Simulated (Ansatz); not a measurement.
Two G0W0 runs on Si3N4 (Fd-3m).

```yaml
crystal:
  lattice:
    - [0.00000, 3.89372, 3.89372]
    - [3.89372, 0.00000, 3.89372]
    - [3.89372, 3.89372, 0.00000]
  atoms:
    - { symbol: Si, position: [0.12500, 0.12500, 0.62500] }
    - { symbol: Si, position: [0.12500, 0.62500, 0.12500] }
    - { symbol: Si, position: [0.62500, 0.12500, 0.12500] }
    - { symbol: Si, position: [0.12500, 0.12500, 0.12500] }
    - { symbol: Si, position: [0.75000, 0.75000, 0.75000] }
    - { symbol: Si, position: [0.50000, 0.50000, 0.50000] }
    - { symbol: N, position: [0.36756, 0.36756, 0.36756] }
    - { symbol: N, position: [0.35269, 0.88244, 0.88244] }
    - { symbol: N, position: [0.88244, 0.88244, 0.35269] }
    - { symbol: N, position: [0.88244, 0.35269, 0.88244] }
    - { symbol: N, position: [0.36756, 0.36756, 0.89731] }
    - { symbol: N, position: [0.36756, 0.89731, 0.36756] }
    - { symbol: N, position: [0.88244, 0.88244, 0.88244] }
    - { symbol: N, position: [0.89731, 0.36756, 0.36756] }
```

The cell and positions are those that the Materials Project relaxed with its own functionals (PBE, PBE+U or r2SCAN), kept fixed. This is not the form that Si3N4 usually takes at ambient conditions.

The first (Ansatz 0.2.0; start PBE, 4×4×4 mesh, 492 empty bands, screening to 150 eV, PAW set soft_1 files; 1 × NVIDIA H100 80GB HBM3 (shared by 6 runs) with 2 threads of AMD EPYC 7R13 (Zen 3), shared host) gave, on its mesh: starting gap 3.37 eV, G0W0 gap 4.69 eV, RPA ε∞ (mean) 5.07, 25 s.

Question: The second changes start from PBE to PBE with 35 % exact exchange. What does it give?

It gave: starting gap 6.27 eV, G0W0 gap 5.67 eV, RPA ε∞ (mean) 3.79, 52 s. The G0W0 gap moves by +0.98 eV, +2.90 eV from the start and −1.92 eV from the correction. Σc changes by −0.44 eV at the valence top and +0.30 eV at the conduction bottom, and Σx − Vxc between them by −2.67 eV.

Limits: not at the basis limit.

[Paths, hosts, dates, memory and timing lines, banners, echoed tables and standing remarks are left out of the program output.]

[Logs are printed without paths, hosts, clocks, repeated set-up lines and the standing remarks that a program may print on its own settings, such as how far it seeks lower states.]

[Runs of the session that timed out or met a known fault of the program may be left out.]

[Cells called generated may have been cut or substituted from an entry of the Crystallography Open Database or the Materials Project.]

[Hosts, paths, dates, database ids (printed as entryN), source tags and the programs' standing remarks are cut or masked in the printed files.]
